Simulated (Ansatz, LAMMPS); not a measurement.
# A frame of liquid mixture of 1,4-dioxane and H2O from 300 K (184 atoms): where an added charge goes, part 2 of 4

Aim: add and remove one electron in a frame of liquid mixture of 1,4-dioxane and H2O from 300 K (184 atoms), with atoms held and relaxed, and read trapping energy and localisation.

Ansatz 0.2.0; Kohn-Sham DFT, PBE+D4, PAW (set soft_2), plane waves.

The cell: 32 C, 40 O and 112 H. The network of contacts between molecules at the start is that of the classical potential that made the cell. Only the Γ point is sampled, in a cell whose shortest periodic width is 12 Å. The liquid is relaxed first.

So far. Step 2 (Single point at the start): The r.m.s. force at the start is 0.74 eV/Å. Step 3 (Relaxation): The relaxation converged after 51 steps, 8.72 eV below its start, with a largest force component of 0.048 eV/Å.

**4. Single point at the relaxed geometry**

The electronic structure is read at the final geometry, in a run of its own.

Contents of input.yaml:

```yaml
crystal:
  lattice:
    - [12.28703, 0.0, 0.0]
    - [0.0, 12.28703, 0.0]
    - [0.0, 0.0, 12.28703]
  atoms:
    - { symbol: C, position: [0.41865, 0.11282, 0.90659] }
    - { symbol: C, position: [0.38815, 0.14517, 0.0231] }
    - { symbol: O, position: [0.38594, 0.26154, 0.03243] }
    - { symbol: C, position: [0.30039, 0.30791, 0.96639] }
    - { symbol: C, position: [0.27802, 0.23683, 0.86658] }
    - { symbol: O, position: [0.3769, 0.18912, 0.82879] }
    [... 172 atom lines left out ...]
    - { symbol: O, position: [0.04557, 0.38351, 0.44556] }
    - { symbol: H, position: [0.03452, 0.44353, 0.49781] }
    - { symbol: H, position: [0.11908, 0.39691, 0.41545] }
    - { symbol: O, position: [0.37759, 0.30474, 0.25559] }
    - { symbol: H, position: [0.38166, 0.30148, 0.17544] }
    - { symbol: H, position: [0.35276, 0.22987, 0.27462] }
kpoints:
  mp_grid: { grid: [1, 1, 1] }
hamiltonian:
  xc: pbe
  dispersion: d4
scf:
  occupations: { method: fixed }
output:
  forces: true
  stress: true
  populations: true
  dos:
    method: { smearing: { sigma: 0.15 } }
    de: 0.1
    projected: { site_lists: { C: [C], H: [H], O: [O] } }
  eigenvalues: true
  write_density: true
  write_potential: true
  volumetric_format: npy
  elf: true
```

Command:

```console
$ ansatz run input.yaml --threads 4 --pin off --max-ram 8192MiB --backend cpu --events-out ev --progress --plain --runs-dir out
```

Numbers of over 12 decimals in the logs are rounded to 6 here.

The log of the run:

```text
[...]
Crystal: 184 atoms, lattice volume = 1854.987 Å³
Basis set: ecut = 420 eV, 36257 PW (Γ), exchange–correlation on 180×180×180 points (8 copies of the dense FFT grid, shifted against one another)
Bands: 424, of which v1, the nominal top of the filled ones, is band 240 counted from 1 (239 counted from 0)
Symmetry: 1 space group operations
[...]
k-points: 1
[...]
SCF iter   1: F=—  HF=-32519.873946 eV  |F-HF|=—  |Δ(HF+E_count)|=         —  Δρ=4.99e-3  dr2=5.47e-1  ethr=1.77e-3  ⟨swp⟩=5.0  Hψ=1459  notcnv=0  defer=182
[...]
SCF iter  10: F=-32519.740002 eV  HF=-32519.740002 eV  |F-HF|=1.00e-8  |Δ(HF+E_count)|=   4.06e-8  Δρ=7.73e-7  dr2=1.29e-8  ethr=2.08e-11  ⟨swp⟩=9.0  Hψ=2317  notcnv=0
SCF 1 converged in 10 iterations: F = -32519.740002 eV  dr2 = 1.29e-8
[...]
WARN: The input density's exchange-correlation potential varies sharply where the density is thin. Do not read a vacuum level from v_tot or v_xc, or from such a field of the output density. On a cell that repeats whose density bears no net charge and no dipole along the vacuum's axis use v_es (v_loc + v_h of the components); [...]
SCF converged after 10 iterations
Free energy (F): -32519.740002 eV
[...]
Internal energy: -32519.740002 eV  (E = F + TS)
E sigma→0 (E₀):  -32519.740002 eV
Fermi energy:    -0.990633 eV
[...]
--- Forces (eV/Å), atoms counted from 1 ---
  atom   1  C      0.01212935     0.00118950     0.00621934
  atom   2  C     -0.00742974     0.01060457    -0.00585931
  atom   3  O      0.00712669     0.00231335     0.02165189
  atom   4  C      0.01494388    -0.04488212    -0.01711710
  atom   5  C     -0.00889652     0.02173763    -0.02113978
  atom   6  O     -0.00386603    -0.00510356     0.01390026
  atom   7  H     -0.00787690    -0.00064237    -0.00267992
  atom   8  H      0.00495433    -0.00304955     0.00042359
  atom   9  H      0.00084368    -0.00235154     0.00046594
  atom  10  H      0.00349351     0.00159221    -0.00401100
  atom  11  H     -0.01580597    -0.00354688     0.01037717
  atom  12  H      0.00886343     0.02121341    -0.01041413
  atom  13  H     -0.00303571     0.00191326     0.00183773
  atom  14  H     -0.00094628    -0.00381508     0.00566701
[...]
atom 183  H      0.00076446     0.00193207     0.00094726
  atom 184  H      0.00177644     0.00009266     0.00191252
  max |Σ_I F_I| component: 3.11e-5 eV/Å
--- Stress (GPa, compression-positive) ---
       -0.162701      -0.078982       0.030778
       -0.078982      -0.364775      -0.141817
        0.030778      -0.141817      -0.050542
  P = ⅓ Tr σ = -0.1927 GPa (-1.927 kbar)
--- Band table (eV) ---
[...]
--- Löwdin populations: 184 sites ---
  site symbol       q [e]
     0      C      4.0728
     1      C      4.0857
     2      O      6.3308
[...]
183      H      0.6199
  spilling = 0.012513 (of n_electrons = 480.000000)
```

Wall time 48 s (4 threads of Arm Neoverse V1, shared host); peak memory 2.5 GiB.

The program notes that the exchange-correlation potential is rough where the density is thin.

The run gave:

- free energy: -32519.7400 eV
- free energy per atom: -176.7377 eV/atom
- SCF cycles: 10
- pressure: -0.1927 GPa
- r.m.s. force component: 0.00934 eV/Å
- longest force: 0.05506 eV/Å
- Fermi energy: -0.9906 eV
- gap (highest filled to lowest empty level): 4.291 eV
- spilling of the projection: 0.01251

Löwdin charges by element (they lack the spilled electrons, 0.033 e an atom on average):

```tsv
element	coordination	atoms	mean charge (e)	spread	least	most
C	all	32	-0.076	0.0054	-0.0934	-0.066
H	all	112	0.276	0.0947	0.155	0.398
O	all	40	-0.562	0.181	-0.743	-0.331
```

Density of states as counts of states in windows of 1 eV (from the Fermi level), total and the larger projections:

```tsv
from (eV)	to (eV)	total	O p	C p	H s	C s
-14	-13	8.1	1.3	0.3	1.6	4.8
-13	-12	8.3	0.3	2.0	1.4	3.1
-12	-11	18.3	3.4	3.6	3.3	6.5
-11	-10	5.4	1.6	0.9	1.0	1.9
-10	-9	0.2	0.0	0.1	0.0	0.0
-9	-8	14.6	1.1	4.2	4.7	3.4
-8	-7	54.2	25.3	14.3	12.2	1.0
-7	-6	45.0	21.3	12.8	9.3	0.4
-6	-5	23.7	6.8	10.6	5.4	0.2
-5	-4	58.4	21.2	22.0	11.7	0.6
-4	-3	42.1	21.8	10.7	6.7	0.2
-3	-2	26.1	17.8	3.9	2.5	0.1
-2	-1	61.2	53.4	3.7	2.8	0.1
-1	0	25.3	17.8	3.2	3.7	0.1
0	1	1.3	0.9	0.2	0.2	0.0
1	4	0.0	0.0	0.0	0.0	0.0
4	5	4.7	0.1	0.5	2.2	0.4
```

With fixed occupations the program's Fermi level is the highest filled level; weight inside the gap is the broadening of levels at its edges.

Between -22 and -14 eV lie 88 more states.

The levels nearest the highest filled one (over half full), pooled over k-points and spins:

```tsv
level less the highest filled one (eV)	occupation
-0.551	2
-0.422	2
-0.408	2
-0.271	2
-0.0932	2
0	2
4.29	0
4.91	0
5.05	0
5.13	0
5.17	0
5.23	0
```

Electrostatic potential energy in the ac plane at fractional y = 0.020, with atoms of H and O and C within 0.2 Å of it. With pseudopotentials it is smooth inside the atoms' cores, unlike the true potential.

Ten even steps from '0' (-38 eV) to '9' (5 eV), each cell a mean:
```
50026689999999999999999999999999998
72379999999997899999999999999999999
73589999999971389999999999877899999
98999999999997899999995346201699999
99999999999999999999970003000589999
99999999999999999999984247655678999
99998767899999999999999999986468999
99986204899999999999999999986479999
99987546767679999999999999983179999
99998887302369999999999999999899999
99998887535899999999999999999999999
96676751158999999998899999998999999
83165520038999999971278999710279999
98888875589999999985347789710179999
99999999988899999998778899986789999
99999999987899999999999999999999999
99999999998888999988999999999999999
99999999999986897568999999999999999
36999999999998883138999999999999995
01799999999999997579999999999999960
14899999999999999999999999999999973
68899999999999999999999999999999875
56788789999999999999999999999987764
51032169999999999999999999999998887
```
Columns run along a (12.3 Å; values clipped at the 3rd and 97th percentile), rows up along c (12.3 Å). Atoms in or near the plane, at fractional coordinates: H at (0.39, 0.89), O at (0.00, 0.18), C at (0.06, 0.99), H at (0.04, 0.90), H at (0.14, 0.01), C at (0.78, 0.82), O at (0.66, 0.80), H at (0.83, 0.65), O at (0.22, 0.48), H at (0.05, 0.48), O at (0.80, 0.45), H at (0.56, 0.47).

Valence density in the ac plane at fractional y = 0.020, with atoms of H and O and C within 0.2 Å of it. It is the smooth field of the valence electrons, not physical close to the nuclei.

Values in e/Å³, 13 rows by 16 columns, each cell a mean:
```
1.3 1.2 0.4 0.0 0.0 0.1 0.2 0.1 0.0 0.0 0.0 0.0 0.1 0.1 0.0 0.2
0.6 0.3 0.0 0.0 0.0 0.2 0.7 0.1 0.0 0.1 0.7 0.5 0.9 0.5 0.0 0.1
0.0 0.0 0.0 0.1 0.0 0.0 0.1 0.0 0.0 0.4 4.6 2.5 1.5 0.9 0.1 0.0
0.0 0.2 0.6 0.4 0.1 0.0 0.0 0.0 0.0 0.1 0.5 0.3 0.5 0.9 0.4 0.1
0.0 0.4 1.0 0.9 0.7 0.5 0.0 0.0 0.0 0.0 0.0 0.0 0.3 1.0 0.2 0.0
0.1 0.1 0.2 0.7 1.2 0.6 0.1 0.0 0.0 0.0 0.0 0.0 0.1 0.1 0.0 0.0
0.5 1.0 1.0 3.9 1.6 0.1 0.0 0.0 0.3 0.7 0.2 0.1 1.8 1.8 0.1 0.0
0.1 0.3 0.3 1.0 0.5 0.1 0.0 0.0 0.4 1.5 0.6 0.3 2.5 2.4 0.2 0.0
0.0 0.0 0.0 0.0 0.3 0.2 0.1 0.1 0.1 0.2 0.1 0.0 0.1 0.1 0.0 0.0
0.3 0.1 0.0 0.0 0.2 0.4 0.3 1.1 1.1 0.1 0.0 0.0 0.0 0.0 0.0 0.2
3.5 0.3 0.0 0.0 0.0 0.1 0.1 1.3 1.2 0.1 0.0 0.0 0.0 0.0 0.1 2.1
1.1 0.2 0.0 0.0 0.0 0.0 0.0 0.1 0.1 0.0 0.0 0.0 0.0 0.0 0.2 0.9
1.4 1.1 0.8 0.1 0.0 0.0 0.0 0.0 0.0 0.0 0.0 0.0 0.0 0.1 0.4 0.7
```
Columns run along a (12.3 Å), rows up along c (12.3 Å). Atoms in or near the plane, at fractional coordinates: H at (0.39, 0.89), O at (0.00, 0.18), C at (0.06, 0.99), H at (0.04, 0.90), H at (0.14, 0.01), C at (0.78, 0.82), O at (0.66, 0.80), H at (0.83, 0.65), O at (0.22, 0.48), H at (0.05, 0.48), O at (0.80, 0.45), H at (0.56, 0.47).

The highest filled and lowest empty levels differ by 4.29 eV (at Γ alone); a semilocal functional tends to put such gaps too low. In a disordered cell it changes from sample to sample and from frame to frame. Mean Löwdin charges: C -0.08, H +0.28, O -0.56 e (they miss 1.3 % of the electrons, so they add up to more than the cell's charge). The largest share in the top eV of filled states is O p (71 % of the projected weight), and in the lowest eV of empty states H s (52 % of the projected weight).

**5. An extra electron, atoms held**

The electron count changes by one with the atoms held: a vertical process, on a uniform background, with spin and a narrow Fermi–Dirac smearing. Its energy against the neutral cell hangs on the program's zero of potential.

Contents of input.yaml:

```yaml
crystal:
  lattice:
    - [12.28703, 0.0, 0.0]
    - [0.0, 12.28703, 0.0]
    - [0.0, 0.0, 12.28703]
  atoms:
    [... the 184 atom lines of step 4 ...]
total_charge: -1
kpoints:
  mp_grid: { grid: [1, 1, 1] }
hamiltonian:
  xc: pbe
  dispersion: d4
scf:
  occupations: { method: fermi_dirac, width: 0.01 }
  lower_state_search: "off"
output:
  forces: true
  stress: true
  populations: intrinsic
  dos:
    method: { smearing: { sigma: 0.1 } }
    de: 0.1
    projected: { site_lists: { C: [C], H: [H], O: [O] } }
  eigenvalues: true
  write_density: true
  write_potential: true
  volumetric_format: npy
magnetization:
  spin_polarized: true
  initial_magnetization: 1
```

The log of the run:

```text
[...]
Crystal: 184 atoms, lattice volume = 1854.987 Å³
Basis set: ecut = 420 eV, 36257 PW (Γ), exchange–correlation on 180×180×180 points (8 copies of the dense FFT grid, shifted against one another)
Bands: 425, of which v1, the nominal top of the filled ones, is band 241 counted from 1 (240 counted from 0)
Symmetry: 1 space group operations
[...]
k-points: 1
[... 7 lines on functional and potentials left out ...]
Starting moments: Σ|m| = 1 μB on 184 of 184 sites
[...]
SCF iter   1: F=—  HF=-32590.108273 eV  |F-HF|=—  |Δ(HF+E_count)|=         —  Δρ=5.66e-2 (↑5.63e-2 ↓5.66e-2)  dr2=2.24e2  dr2_m=5.95e-2  M=1.000 μB ∫|m|=1.025 μB  β_m=1.00  ethr=3.10e-3  ⟨swp⟩=6.0  Hψ=3884  notcnv=0  defer=60
[...]
spin=Collinear: Resta preconditioning applied to the charge; magnetization (m = ρ↑ − ρ↓) channel mixes plain (no charge-response kernel on spin).
SCF iter   2: F=—  HF=-32540.916252 eV  |F-HF|=—  |Δ(HF+E_count)|=         —  Δρ=3.42e-2 (↑3.42e-2 ↓3.41e-2)  dr2=7.43e1  dr2_m=3.82e-2  M=0.857 μB ∫|m|=0.912 μB  β_m=0.30  ethr=3.10e-3  ⟨swp⟩=3.0  Hψ=1458  notcnv=0  defer=353
[...]
SCF iter   8: F=—  HF=-32516.526840 eV  |F-HF|=—  |Δ(HF+E_count)|=   1.24e-2  Δρ=3.29e-4 (↑3.22e-4 ↓3.29e-4)  dr2=1.43e-3  dr2_m=1.36e-3  M=-0.050 μB ∫|m|=0.070 μB  β_m=0.30  ethr=2.60e-6  ⟨swp⟩=2.5  Hψ=1173  notcnv=0  defer=354
[...]
spin-set hold released at iteration 8 (site moments contracting): the magnetisation degrees of freedom join the quasi-Newton model from the next iteration; the mixer history was flushed
SCF iter   9: F=—  HF=-32516.528159 eV  |F-HF|=—  |Δ(HF+E_count)|=   1.32e-3  Δρ=2.35e-4 (↑2.26e-4 ↓2.35e-4)  dr2=7.41e-4  dr2_m=6.93e-4  M=-0.018 μB ∫|m|=0.037 μB  β_m=0.65  ethr=2.97e-7  ⟨swp⟩=2.0  Hψ=941  notcnv=0  defer=354
SCF iter  10: F=—  HF=-32516.530226 eV  |F-HF|=—  |Δ(HF+E_count)|=   2.07e-3  Δρ=4.92e-5 (↑4.92e-5 ↓4.52e-5)  dr2=1.10e-4  dr2_m=1.06e-5  M=-0.011 μB ∫|m|=0.014 μB  β_m=0.60  ethr=1.54e-7  ⟨swp⟩=3.0  Hψ=991  notcnv=0  defer=354
[...]
SCF iter  14: F=-32516.533338 eV  HF=-32516.533338 eV  |F-HF|=4.68e-8  |Δ(HF+E_count)|=   4.86e-7  Δρ=8.01e-7 (↑6.96e-7 ↓8.01e-7)  dr2=4.19e-8  dr2_m=3.54e-9  M=0.000 μB ∫|m|=0.000 μB  β_m=0.81  ethr=2.08e-11  ⟨swp⟩=22.0  Hψ=7857  notcnv=0
SCF iter  15: F=-32516.533338 eV  HF=-32516.533338 eV  |F-HF|=6.53e-9  |Δ(HF+E_count)|=   6.51e-8  Δρ=3.17e-7 (↑3.17e-7 ↓3.08e-7)  dr2=9.59e-9  dr2_m=1.07e-10  M=0.000 μB ∫|m|=0.000 μB  ethr=8.71e-12  ⟨swp⟩=6.5  Hψ=4187  notcnv=0
WARN: the starting moments were not kept: the SCF closed with an absolute magnetisation of 2.0e-5 μB, where they sum to 1 μB in size (184 sites). That is at most 0.1 of that sum. Measured as dr2_m measures the in/out step, that magnetisation stands 7.4e-12 eV from none, [...]
SCF 1 converged in 15 iterations: F = -32516.533338 eV  dr2 = 9.59e-9
[...]
SCF converged after 15 iterations
Magnetization: 0.0000 μB (240.5000 up, 240.5000 down)
Absolute magnetization: 0.0000 μB (∫|ρ↑−ρ↓|, with the PAW one-centre terms)
[...]
Per-site moments (μB) at R_I (Å): [(-1.0161457688875408e-7, 0.452910), (7.851621372761552e-8, 0.452116), (-6.066632811263422e-7, 0.591808), (-9.467140601412592e-8, 0.452665), (6.510649747675158e-9, 0.452098), [...]
Free energy (F): -32516.533338 eV
[...]
Internal energy: -32516.519475 eV  (E = F + TS)
E sigma→0 (E₀):  -32516.526407 eV
Entropy (-TS):   -0.013863 eV (-0.075 meV/atom)
Fermi energy:    3.285953 eV
[...]
Σ components = -32516.533338   (vs F -32516.533338, Δ=0.00e0)
--- Forces (eV/Å), atoms counted from 1 ---
  atom   1  C      0.01036664     0.01061470     0.05903590
  atom   2  C      0.00302422     0.01448691    -0.05554102
  atom   3  O     -0.01068186     0.00922292     0.00813780
  atom   4  C      0.02465219    -0.08093677    -0.02907730
[...]
atom 184  H     -0.00745254    -0.01206628     0.00416964
  max |Σ_I F_I| component: 3.82e-5 eV/Å
--- Stress (GPa, compression-positive) ---
       -0.105457      -0.074316       0.021585
       -0.074316      -0.278016      -0.126270
        0.021585      -0.126270      -0.002293
  P = ⅓ Tr σ = -0.1286 GPa (-1.286 kbar)
--- Band table (eV) ---
[...]
--- intrinsic populations: 184 sites ---
  site symbol       q [e]    m [muB]
     0      C      4.1463    -0.0000
     1      C      4.1559     0.0000
     2      O      6.3775    -0.0000
[...]
183      H      0.6336     0.0000
  spilling = 0.000000 (of n_electrons = 481.000000)
```

Run time: 100 s. Hardware: 4 threads; peak memory 4.2 GiB; 6.6 min of CPU time.

The program notes that starting moments were not kept.

An extra electron, atoms held: the energy stands 3.21 eV above that of the reference. An odd electron should give 1 μB; this run ended with the carrier shared between both spins.

The levels nearest the highest filled one (over half full), pooled over k-points and spins:

```tsv
level less the highest filled one (eV)	occupation
-4.38	1
-4.38	1
0	0.5
0	0.5
0.599	0
0.599	0
0.759	0
0.759	0
```

(Continued in part 3 of 4.)

[Logs are printed without paths, hosts, clocks, repeated set-up lines and the standing remarks that a program may print on its own settings, such as how far it seeks lower states.]

[Hosts, paths, dates, database ids (printed as entryN), source tags and the programs' standing remarks are cut or masked in the printed files.]
